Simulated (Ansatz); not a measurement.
# Meshes and cutoff for the phonons of NaI (Fm-3m), part 4 of 4

How do the frequencies of NaI (Fm-3m) move with q mesh, k mesh and cutoff?

Ansatz 0.2.0; DFT PBE, scalar-relativistic, plane waves, PAW.

So far. Step 11 (Another k mesh, q mesh 2×2×2): The highest optical mode at the zone centre (no LO-TO term) is 103.3 cm⁻¹, +0.0 cm⁻¹ against the base run. Step 12 (Another k mesh, k-mesh 12×12×12, q mesh 2×2×2): The highest optical mode at the zone centre (no LO-TO term) is 103.3 cm⁻¹, +0.0 cm⁻¹ against the base run. The relaxed cell has a = 6.528 Å (conventional setting).

### Step 16. Another cutoff, cutoff 290 eV, q mesh 2×2×2

The cutoff is set to 290 eV on a small fixed q mesh.

input.yaml reads:

```yaml
crystal:
  lattice:
    - [0.0, 3.2640968181, 3.2640968181]
    - [3.2640968181, 0.0, 3.2640968181]
    - [3.2640968181, 3.2640968181, 0.0]
  atoms:
    - { symbol: Na, position: [0.0, 0.0, 0.0] }
    - { symbol: I, position: [0.5, 0.5, 0.5] }
kpoints:
  mp_grid: { grid: [8, 8, 8] }
hamiltonian:
  xc: pbe
scf:
  occupations: { method: fixed }
output:
  eigenvalues: true
phonons:
  method: dfpt
  qmesh: [2, 2, 2]
  temperatures: { t_max: 1000, t_step: 50 }
  qpath:
    path:
      - [[0.0, 0.0, 0.0], [0.5, 0.0, 0.5], [0.625, 0.25, 0.625]]
      - [[0.375, 0.375, 0.75], [0.0, 0.0, 0.0], [0.5, 0.5, 0.5], [0.5, 0.25, 0.75], [0.5, 0.0, 0.5]]
    npoints: 10
basis:
  ecutwfc: 290
```

The run is started by

```console
$ ansatz run input.yaml --threads 4 --pin off --max-ram 7168MiB --backend cpu --events-out ev --progress --plain --runs-dir out
```

Numbers of over 12 decimals in the logs are rounded to 6 here.

The program printed:

```text
[...]
Crystal: 2 atoms, lattice volume = 69.554 Å³
Basis set: ecut = 290 eV, 749 PW (Γ), exchange–correlation on 54×54×54 points (8 copies of the dense FFT grid, shifted against one another)
Bands: 17, of which v1, the nominal top of the filled ones, is band 13 counted from 1 (12 counted from 0)
Symmetry: 48 space group operations
k-points: 29 of 512
[...]
SCF iter   1: F=—  HF=-9001.680026 eV  |F-HF|=—  |Δ(HF+E_count)|=         —  Δρ=3.07e-3  dr2=1.74e-3  ethr=1.77e-3  ⟨swp⟩=5.0  Hψ=2485  notcnv=0  defer=52
[...]
SCF iter   7: F=-9001.679254 eV  HF=-9001.679254 eV  |F-HF|=3.64e-12  |Δ(HF+E_count)|=   1.46e-9  Δρ=8.33e-8  dr2=3.53e-12  ethr=1.00e-12  ⟨swp⟩=6.7  Hψ=2892  notcnv=0
SCF 1 converged in 7 iterations: F = -9001.679254 eV  dr2 = 3.53e-12
[...]
k-points: 59 of 512 (irreducible under 8 space group operations, time reversal used)
[...]
SCF iter   2: F=-9001.679254 eV  HF=-9001.679254 eV  |F-HF|=0.00e0  |Δ(HF+E_count)|=  1.24e-10  Δρ=4.48e-8  dr2=6.03e-13  ethr=1.00e-12  ⟨swp⟩=7.9  Hψ=4234  notcnv=0
SCF 2 converged in 2 iterations: F = -9001.679254 eV  dr2 = 6.03e-13
[...]
SCF converged after 7 iterations
Free energy (F): -9001.679254 eV
[...]
Internal energy: -9001.679254 eV  (E = F + TS)
E sigma→0 (E₀):  -9001.679254 eV
Fermi energy:    2.803858 eV
[...]
--- Band table (eV; the first three rows and the last of 29) ---
  k-point 0: bands = [... 9 lower, -8.1528, 2.8039, 2.8039, 2.8039, 6.3710, 10.7613, 10.7613, 10.7613]
  k-point 1: bands = [... 9 lower, -8.1158, 2.3601, 2.7601, 2.7601, 6.8787, 10.3862, 10.9054, 10.9054]
  k-point 2: bands = [... 9 lower, -8.0169, 1.5638, 2.6635, 2.6635, 7.6605, 10.2632, 10.7705, 10.7705]
  k-point 28: bands = [... 9 lower, -7.7878, 1.4601, 1.4601, 1.9137, 8.5697, 10.2654, 10.2654, 10.6563]
[...]
ASR residual: 2.003e-6 → 0.000e0 eV/Å²; symmetrization residual: 1.665e-6 eV/Å²
  ASR residual per site (eV/Å²): 2.00e-6 1.71e-6
  Γ frequencies (cm⁻¹): 0.00 0.00 0.00 102.59 102.59 102.59
[...]
ε∞ (high-frequency dielectric tensor):
        3.332684     0.000000     0.000000
        0.000000     3.332684    -0.000000
       -0.000000     0.000000     3.332684
[...]
Born effective charges Z* (e; rows j = field, columns β = displacement):
    site 0:
         1.21082    0.00000   -0.00000
        -0.00000    1.21082   -0.00000
        -0.00000   -0.00000    1.21082
    site 1:
        -1.21082   -0.00000    0.00000
         0.00000   -1.21082    0.00000
         0.00000    0.00000   -1.21082
  Z* charge neutrality: 3.623e-5 e pre-enforcement
[...]
optical modes at Γ without the LO–TO term, one row a degenerate level:
      ω (cm⁻¹)  modes    IR ((D/Å)²/amu)
        102.59      3             5.2134
  optical modes at Γ + LO–TO along q̂ = [1.0000, 0.0000, 0.0000]:
      ω (cm⁻¹)  modes    IR ((D/Å)²/amu)
        102.59      2             3.4756
        162.83      1             1.7378
  optical modes at Γ + LO–TO along q̂ = [0.0000, 1.0000, 0.0000]:
      ω (cm⁻¹)  modes    IR ((D/Å)²/amu)
        102.59      2             3.4756
        162.83      1             1.7378
  optical modes at Γ + LO–TO along q̂ = [0.0000, 0.0000, 1.0000]:
      ω (cm⁻¹)  modes    IR ((D/Å)²/amu)
        102.59      2             3.4756
        162.83      1             1.7378
--- Phonons (arbitrary-q DFPT): 3 irreducible q on the 2×2×2 mesh ---
[...]
interpolated dispersion: 63 rows × 6 modes
[...]
```

The job ended after 14 s (4 threads of Arm Neoverse V2, shared host; peak memory 0.59 GiB).

The run finished; it serves as a test, and its numbers are not taken as the result.

### Step 17. Another cutoff, cutoff 360 eV, q mesh 2×2×2

The cutoff is set to 360 eV on a small fixed q mesh.

Changes to input.yaml since step 16:

```diff
@@ -26,2 +26,2 @@
 basis:
-  ecutwfc: 290
+  ecutwfc: 360
```

The program printed:

```text
[...]
Crystal: 2 atoms, lattice volume = 69.554 Å³
Basis set: ecut = 360 eV, 1067 PW (Γ), exchange–correlation on 60×60×60 points (8 copies of the dense FFT grid, shifted against one another)
Bands: 17, of which v1, the nominal top of the filled ones, is band 13 counted from 1 (12 counted from 0)
Symmetry: 48 space group operations
k-points: 29 of 512
[...]
optical modes at Γ + LO–TO along q̂ = [0.0000, 1.0000, 0.0000]:
      ω (cm⁻¹)  modes    IR ((D/Å)²/amu)
        103.34      2             3.4705
        163.27      1             1.7352
  optical modes at Γ + LO–TO along q̂ = [0.0000, 0.0000, 1.0000]:
      ω (cm⁻¹)  modes    IR ((D/Å)²/amu)
        103.34      2             3.4705
        163.27      1             1.7352
--- Phonons (arbitrary-q DFPT): 3 irreducible q on the 2×2×2 mesh ---
[...]
interpolated dispersion: 63 rows × 6 modes
[...]
[key lines of the parts left out:]
SCF converged after 13 iterations
Free energy (F): -9001.882450 eV
Fermi energy:    2.802757 eV
```

Elapsed: 17 s, on 4 threads; peak memory 0.65 GiB; 64 s of CPU time.

The highest optical mode at the zone centre (no LO-TO term) is 103.3 cm⁻¹, +0.0 cm⁻¹ against the base run.

### Step 18. Another cutoff, cutoff 550 eV, q mesh 2×2×2

The cutoff is set to 550 eV on a small fixed q mesh.

Changes to input.yaml since step 17:

```diff
@@ -26,2 +26,2 @@
 basis:
-  ecutwfc: 360
+  ecutwfc: 550
```

The program printed:

```text
[...]
Crystal: 2 atoms, lattice volume = 69.554 Å³
Basis set: ecut = 550 eV, 2085 PW (Γ), exchange–correlation on 72×72×72 points (8 copies of the dense FFT grid, shifted against one another)
Bands: 17, of which v1, the nominal top of the filled ones, is band 13 counted from 1 (12 counted from 0)
Symmetry: 48 space group operations
k-points: 29 of 512
[...]
optical modes at Γ + LO–TO along q̂ = [0.0000, 1.0000, 0.0000]:
      ω (cm⁻¹)  modes    IR ((D/Å)²/amu)
        103.32      2             3.4706
        163.26      1             1.7353
  optical modes at Γ + LO–TO along q̂ = [0.0000, 0.0000, 1.0000]:
      ω (cm⁻¹)  modes    IR ((D/Å)²/amu)
        103.32      2             3.4706
        163.26      1             1.7353
--- Phonons (arbitrary-q DFPT): 3 irreducible q on the 2×2×2 mesh ---
[...]
interpolated dispersion: 63 rows × 6 modes
[...]
[key lines of the parts left out:]
SCF converged after 11 iterations
Free energy (F): -9001.886598 eV
Fermi energy:    2.802835 eV
```

It took 31 s on 4 threads; peak memory 0.91 GiB.

Frequencies (cm⁻¹) solved at each irreducible wavevector; negative means imaginary. Frequencies by wavevector, by row:

| q in reciprocal lattice units | star | mode 1 | mode 2 | mode 3 | mode 4 | mode 5 | mode 6 |
| --- | --- | --- | --- | --- | --- | --- | --- |
| 0 0 0 | 1 | 0 | 0 | 0 | 103.3 | 103.3 | 103.3 |
| 0 0 -0.5 | 4 | 46.1 | 46.1 | 74.3 | 102.5 | 102.5 | 164 |
| 0 -0.5 -0.5 | 3 | 38.8 | 38.8 | 60.1 | 107 | 107 | 112.9 |

The highest optical mode at the zone centre (no LO-TO term) is 103.3 cm⁻¹, +0.0 cm⁻¹ against the base run.

### Step 19. Results

| Quantity | Value |
| --- | --- |
| mean frequency, q mesh 2×2×2 | 83.6 cm⁻¹ |
| mean frequency, q mesh 3×3×3 | 83.1 cm⁻¹ |
| mean frequency, q mesh 6×6×6 | 83.1 cm⁻¹ |
| highest optical mode at the zone centre (no LO-TO term), k-mesh 2×2×2 | 94.7 cm⁻¹ |
| highest optical mode at the zone centre (no LO-TO term), k-mesh 4×4×4 | 103 cm⁻¹ |
| highest optical mode at the zone centre (no LO-TO term), k-mesh 6×6×6 | 103 cm⁻¹ |
| highest optical mode at the zone centre (no LO-TO term), k-mesh 8×8×8 | 103 cm⁻¹ |
| highest optical mode at the zone centre (no LO-TO term), k-mesh 12×12×12 | 103 cm⁻¹ |
| highest optical mode at the zone centre (no LO-TO term), cutoff 170 eV | 287 cm⁻¹ |
| highest optical mode at the zone centre (no LO-TO term), cutoff 230 eV | 137 cm⁻¹ |
| highest optical mode at the zone centre (no LO-TO term), cutoff 290 eV | 103 cm⁻¹ |
| highest optical mode at the zone centre (no LO-TO term), cutoff 360 eV | 103 cm⁻¹ |
| highest optical mode at the zone centre (no LO-TO term), cutoff 550 eV | 103 cm⁻¹ |

Over the whole q mesh series, coarse runs included, the mean frequency runs from 83.1 to 83.6 cm⁻¹; from 2×2×2 on it stays within 0.5 cm⁻¹ of the finest run (6×6×6), against a tolerance of 1.0. The k mesh changes along this series too, so part of the change is its. Over the whole k mesh series, coarse runs included, the lowest mode on the q mesh (acoustic modes at Γ apart) runs from -6.3 to 38.8 cm⁻¹; from 4×4×4 on all solved modes stay within 0.5 cm⁻¹ of the finest run (12×12×12), against a tolerance of 1.6. Over the whole cutoff series, coarse runs included, the lowest mode on the q mesh (acoustic modes at Γ apart) runs from -202.4 to 51.4 cm⁻¹; from 290 eV on all solved modes stay within 0.9 cm⁻¹ of the finest run (550 eV), against a tolerance of 1.6. All runs share the cell relaxed at the base settings, which is not exactly at rest under another k mesh or cutoff. Spin-orbit coupling is left out, which can matter for the heavy elements here. These are harmonic frequencies at zero temperature: anharmonic shifts, linewidths and thermal expansion are left out.

[Logs are printed without paths, hosts, clocks, repeated set-up lines and the standing remarks that a program may print on its own settings, such as how far it seeks lower states.]

[Hosts, paths, dates, database ids (printed as entryN), source tags and the programs' standing remarks are cut or masked in the printed files.]
